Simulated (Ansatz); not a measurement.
# NiGe (Pnma): a Bloch–Grüneisen fit of the computed resistivity

Wanted: a compact model of ρ(T) for NiGe (Pnma) and a check of it.

The resistivities were computed with Ansatz 0.2.0 (DFT PBE, scalar-relativistic, plane waves, PAW; PAW set soft_1) from the linearised Boltzmann equation with harmonic phonons, on q 3×4×2, k 6×12×6, scattering 12×16×12; the fit below is done by hand on them.

**1. The data**

Symmetry: Pnma, No. 62, orthorhombic system. The conventional cell has a = 5.406 Å, b = 3.489 Å, c = 5.821 Å, α = 90.00°, β = 90.00°, γ = 90.00°. Ni on site c has 6 Ge at 2.35 to 2.52 Å as nearest neighbours. Ge on site c has 6 Ni at 2.35 to 2.52 Å as nearest neighbours.

This is the relaxed cell of the run, from steps not shown here.

The mean resistivity of the three axes from 50 to 800 K, with one row held back; the colder rows stay outside the fit and test it at the end:

| T (K) | ρ (μΩ cm) |
| --- | --- |
| 50 | 0.5513 |
| 80 | 1.822 |
| 100 | 2.814 |
| 150 | ? |
| 200 | 7.691 |
| 273 | 11.03 |
| 300 | 12.24 |
| 400 | 16.67 |
| 500 | 21.07 |
| 600 | 25.48 |
| 800 | 34.38 |

**2. The fit**

Bloch and Grüneisen's form is ρ(T) = A (T/Θ)⁵ J₅(Θ/T), with J₅(z) the integral of x⁵/((eˣ − 1)(1 − e⁻ˣ)) from 0 to z. It goes as T⁵ far below Θ and as A T/(4Θ) far above. For a trial Θ the best A is the geometric mean of ρ/[(T/Θ)⁵ J₅] over the rows, and the scatter of that ratio measures the fit:

| Θ (K) | A (μΩ cm) | scatter (%) |
| --- | --- | --- |
| 168 | 24.49 | 24.5 |
| 224 | 35.14 | 13.1 |
| 252 | 41.23 | 6.8 |
| 280 | 47.89 | 0.9 |
| 308 | 55.21 | 6.6 |
| 350 | 67.53 | 17.0 |
| 420 | 92.21 | 34.4 |

The scatter is least at Θ = 280 K, with A = 47.89 μΩ cm (0.9 % r.m.s.).

| T (K) | computed | fit |
| --- | --- | --- |
| 50 | 0.5513 | 0.5469 |
| 80 | 1.822 | 1.857 |
| 100 | 2.814 | 2.851 |
| 200 | 7.691 | 7.686 |
| 273 | 11.03 | 11.02 |
| 300 | 12.24 | 12.23 |
| 400 | 16.67 | 16.65 |
| 500 | 21.07 | 21.01 |
| 600 | 25.48 | 25.35 |
| 800 | 34.38 | 33.98 |

**3. The row held back**

At T = 150 K, Θ/T = 1.867, J₅ = 2.517 and (T/Θ)⁵ = 0.04412, so the fit gives 5.319 μΩ cm. The computed value is 5.307 μΩ cm: the fit is off by +0.22 %. Outside its range, at 20 K, it gives 0.0110 against 0.0154 μΩ cm computed, 0.71 times that; at that temperature the run's own test moves by 18 % between meshes in the component that moves most. Among the rows used, the largest miss is +1.9 %, at 80 K.

**4. Reading Θ and A**

Θ = 280 K is 1.46 times ħω_log/k_B (192 K) and 0.72 of the highest phonon frequency (391 K). The high-temperature slope of the fit, A/(4Θ), is 0.0428 μΩ cm/K. The same slope from the run's transport coupling and plasma energy, 2π k_B λ_tr/(ħ ε₀ ω_p²) with λ_tr = 0.279, 0.271, 0.225 (xx, yy, zz) and ħω_p = 4.96, 5.32, 4.23 (xx, yy, zz) eV, is 0.0449 μΩ cm/K in the mean of the axes, +5.1 % from it. For comparison, the computed rows rise by 0.0445 μΩ cm/K between the two hottest.

**5. Results**

* Θ: 280 K
* A: 47.89 μΩ cm
* scatter of the fit: 0.9 %
* held-back row at 150 K, fit against computed: 5.319 against 5.307 μΩ cm

In words: Two numbers, Θ = 280 K and A = 47.9 μΩ cm, hold the computed ρ(T) from 50 to 800 K within 0.88 % r.m.s. and predict the held-back row within 0.22 %. At 20 K, outside the rows fitted, it gives 0.71 times the computed value. By the run's own test the resistivity at 300 K moves by 10 % between its two finest scattering meshes, in the component that moves most. The mean hides an anisotropy: at 300 K the components are 12.5, 10.6, 13.6 (xx, yy, zz) μΩ cm. The fit describes the calculation: impurities, thermal expansion, changes of phase and anharmonicity are in neither.

[Hosts, paths, dates, database ids (printed as entryN), source tags and the programs' standing remarks are cut or masked in the printed files.]
